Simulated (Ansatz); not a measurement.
# LiBe6Si (built on the sites of a database entry of LiCa6Ge): from the cell to its phonons, part 3 of 3

How does LiBe6Si (built on the sites of a database entry of LiCa6Ge) vibrate, and is this structure a minimum?

Ansatz 0.2.0; DFT PBEsol, scalar-relativistic, plane waves, norm-conserving pseudopotentials.

So far. Step 4 (Tight relaxation): The forces vanish by symmetry and the pressure is 0.001 GPa, within the tolerances set. The cell now holds 9.36 Å³/atom. Step 5 (Linear response at the zone centre): Before it was imposed, the acoustic sum rule was missed by 3.2e-5 eV/Å². Small misses are needed for a sound result but don't prove that mesh and cutoff are converged. The lowest optical mode is real, 236 cm⁻¹. The relaxed cell has a = 6.691 Å (conventional setting).

The structure was built from a prototype and need not be the compound's stable phase.

## 6. The dispersion (continued)

The partial phonon density of states has structure finer than the step of the table below, so its rows give means over 20 cm⁻¹, whole bins alone (the curve runs from -10 to 651 cm⁻¹). Peaks (cm⁻¹: height): Be 285.2: 0.0613, 380.9: 0.144, 418.3: 0.124, 468.2: 0.0725, 601.2: 0.0192; Li 543.0: 0.0215, 601.2: 0.0415; Si 168.8: 0.0158, 222.8: 0.0233, 281.1: 0.0146, 380.9: 0.00385, 484.8: 0.00868.

Phonopy on the run's constants, 15x15x15 mesh, Gaussian sigma 4.7 cm-1. Interpolated from a 2×2×2 q mesh. The partial phonon density of states by wavenumber; means over each step; values in 1/cm⁻¹/cell:

| wavenumber (cm⁻¹) | Be | Li | Si |
| --- | --- | --- | --- |
| 0 | 3.3e-5 | 5.0e-6 | 1.8e-5 |
| 20 | 2.9e-4 | 3.6e-5 | 1.5e-4 |
| 40 | 9.0e-4 | 1.1e-4 | 4.8e-4 |
| 60 | 0.00229 | 2.7e-4 | 0.00128 |
| 80 | 0.00329 | 3.5e-4 | 0.00194 |
| 100 | 0.00580 | 5.6e-4 | 0.00362 |
| 120 | 0.00752 | 6.1e-4 | 0.00508 |
| 140 | 0.0113 | 7.1e-4 | 0.00863 |
| 160 | 0.0151 | 6.3e-4 | 0.0138 |
| 180 | 0.0127 | 6.7e-4 | 0.0112 |
| 200 | 0.0194 | 0.00120 | 0.00878 |
| 220 | 0.0259 | 0.00231 | 0.0203 |
| 240 | 0.0212 | 0.00277 | 0.0196 |
| 260 | 0.0379 | 0.00199 | 0.0110 |
| 280 | 0.0500 | 0.00317 | 0.0118 |
| 300 | 0.0420 | 0.00387 | 0.00339 |
| 320 | 0.0365 | 0.00391 | 0.00206 |
| 340 | 0.0374 | 0.00357 | 9.8e-4 |
| 360 | 0.0474 | 0.00223 | 0.00130 |
| 380 | 0.124 | 0.00355 | 0.00312 |
| 400 | 0.0715 | 0.00163 | 0.00153 |
| 420 | 0.102 | 0.00340 | 0.00317 |
| 440 | 0.0584 | 0.00161 | 0.00215 |
| 460 | 0.0563 | 0.00115 | 0.00342 |
| 480 | 0.0542 | 0.00102 | 0.00791 |
| 500 | 0.0148 | 5.4e-4 | 0.00307 |
| 520 | 6.6e-4 | 0.00412 | 2.2e-5 |
| 540 | 0.00419 | 0.0177 | 2.3e-5 |
| 560 | 0.00474 | 0.0144 | 3.0e-5 |
| 580 | 0.00921 | 0.0226 | 3.4e-5 |
| 600 | 0.0175 | 0.0382 | 3.3e-5 |
| 620 | 0.00545 | 0.0110 | 9.9e-6 |
| 640 | 2.9e-5 | 5.4e-5 | 0 |

Harmonic thermodynamic functions per atom, from the density of states. Interpolated from a 2×2×2 q mesh. Thermodynamic functions, by row:

```csv
T (K),F_vib (meV/atom),S (J/mol-atom/K),C_V (J/mol-atom/K)
0,68.51,0,0
50,68.46,0.353,1.012
100,67.87,2.227,5.317
200,62.22,8.961,14.45
300,49.3,15.82,19.11
400,29.79,21.66,21.36
500,4.72,26.57,22.54
600,-25.03,30.75,23.23
700,-58.81,34.36,23.67
800,-96.11,37.54,23.96
900,-136.5,40.38,24.16
1000,-179.7,42.93,24.3
```

Harmonic mean-square displacement, third of the trace. Interpolated from a 2×2×2 q mesh. Mean square displacements, by row:

```
T (K)  Li1 U_eq (Å²)  Be2 U_eq (Å²)  Be3 U_eq (Å²)  Be4 U_eq (Å²)  Be5 U_eq (Å²)  Be6 U_eq (Å²)  Be7 U_eq (Å²)  Si8 U_eq (Å²)
    0        0.00556        0.00586        0.00586        0.00586        0.00586        0.00586        0.00586        0.00294
  100        0.00621        0.00669        0.00669        0.00669        0.00669        0.00669        0.00669        0.00387
  300        0.00974        0.01177        0.01177        0.01177        0.01177        0.01177        0.01177        0.00848
  600        0.01689        0.02143        0.02143        0.02143        0.02143        0.02143        0.02143        0.01627
```

Symmetry leaves 3 wavevectors to solve. The lowest mode among them, the acoustic zeros apart, lies at q = (0, 0, -0.5) and is real, 158 cm⁻¹.

## 7. Isotope substitution, element Li, natural mass 6.94 amu

An isotope changes the mass and not the force constants, so no new electronic calculation is needed; the shifts show which modes move this element.

The same force constants with the mass of Li changed from 6.940 to 6.015 u (phonopy, no LO-TO term). Both lists are sorted by frequency; levels can cross, so a row need not hold one and the same mode. Modes under 3 cm⁻¹ are left out. Isotope shifts, by row, the first 40 of 60 rows:

```
       q  rank  natural mass (cm⁻¹)  changed mass (cm⁻¹)
   0 0 0     4                235.5                238.2
   0 0 0     5                235.5                238.2
   0 0 0     6                235.5                238.2
   0 0 0     7                320.6                320.6
   0 0 0     8                320.6                320.6
   0 0 0     9                382.8                384.3
   0 0 0    10                382.8                384.3
   0 0 0    11                382.8                384.3
   0 0 0    12                390.5                390.5
   0 0 0    13                390.5                390.5
   0 0 0    14                390.5                390.5
   0 0 0    15                455.2                455.2
   0 0 0    16                463.6                463.6
   0 0 0    17                463.6                463.6
   0 0 0    18                463.6                463.6
   0 0 0    19                503.5                504.8
   0 0 0    20                503.5                504.8
   0 0 0    21                503.5                504.8
   0 0 0    22                622.5                653.5
   0 0 0    23                622.5                653.5
   0 0 0    24                622.5                653.5
0 0 -0.5     1                158.4                158.4
0 0 -0.5     2                158.4                158.4
0 0 -0.5     3                162.8                164.2
0 0 -0.5     4                162.8                164.2
0 0 -0.5     5                  261                  261
0 0 -0.5     6                295.6                295.6
0 0 -0.5     7                295.6                295.6
0 0 -0.5     8                304.5                306.9
0 0 -0.5     9                304.5                306.9
0 0 -0.5    10                356.9                  357
0 0 -0.5    11                382.1                382.1
0 0 -0.5    12                385.9                385.9
0 0 -0.5    13                385.9                385.9
0 0 -0.5    14                398.6                398.6
0 0 -0.5    15                411.3                413.6
0 0 -0.5    16                411.3                413.6
0 0 -0.5    17                423.6                423.6
0 0 -0.5    18                424.5                424.5
0 0 -0.5    19                454.2                456.3
```

A mode of this element alone would shift by +7.41 %. The highest zone-centre frequency without the field goes from 622.5 to 653.5 cm⁻¹ (+5.0 %). The product of the frequency ratios over all optical modes at Γ is 1.220; the product rule, (m/m′)^(3k/2) (M′/M)^(3/2) with k = 1 such atoms and M the mass of the cell, gives 1.220.

## 8. Another isotope, element Si, natural mass 28.085 amu

The same for Si, from 28.09 to 29.97 u.

A mode of this element alone would shift by -3.20 %. The highest zone-centre frequency without the field goes from 622.5 to 622.4 cm⁻¹ (-0.0 %). The product of the frequency ratios over all optical modes at Γ is 0.936; the product rule, (m/m′)^(3k/2) (M′/M)^(3/2) with k = 1 such atoms and M the mass of the cell, gives 0.936.

## 9. What came out

| Item | Value |
| --- | --- |
| space group after relaxation (within 0.01 Å) | Fm-3m |
| volume per atom | 9.36 Å³ |
| electronic character | no gap on this mesh |
| highest optical mode at the zone centre (no LO-TO term) | 622 cm⁻¹ |
| lowest optical zone-centre mode | 236 cm⁻¹ |
| lowest mode on the q mesh (acoustic modes at Γ apart) | 158 cm⁻¹ |
| highest frequency on the path or at a solved wavevector | 622 cm⁻¹ |
| zero-point energy per atom | 68.5 meV |
| heat capacity at 300 K | 19.1 J/(mol atoms K) |
| vibrational entropy at 300 K | 15.8 J/(mol atoms K) |
| Debye temperature (second moment) | 723 K |
| imaginary modes on the 2×2×2 q mesh | none |

In words: The structure is a minimum as far as tested: no mode is imaginary at the 3 irreducible wavevectors of the 2×2×2 mesh, and the softest away from the acoustic zeros lies at 158 cm⁻¹. The optical modes at Γ span 236 to 622 cm⁻¹. The highest mode in this list at Γ, 622.5 cm⁻¹, has its largest share on Li (65 % of the kinetic energy). With no gap, or one that is small against the smearing, the frequencies hang on the k mesh and the smearing, most of all near Kohn anomalies. The phonon runs are without spin polarisation, although the cell has an odd electron count. A phonon run warned that its eigensolver left some bands unconverged in a pass. The starting cell was built on a prototype and not taken from a measurement, so the phase need not exist. These are harmonic frequencies at zero temperature: anharmonic shifts, linewidths and thermal expansion are left out.

[Logs are printed without paths, hosts, clocks, repeated set-up lines and the standing remarks that a program may print on its own settings, such as how far it seeks lower states.]

[Hosts, paths, dates, database ids (printed as entryN), source tags and the programs' standing remarks are cut or masked in the printed files.]
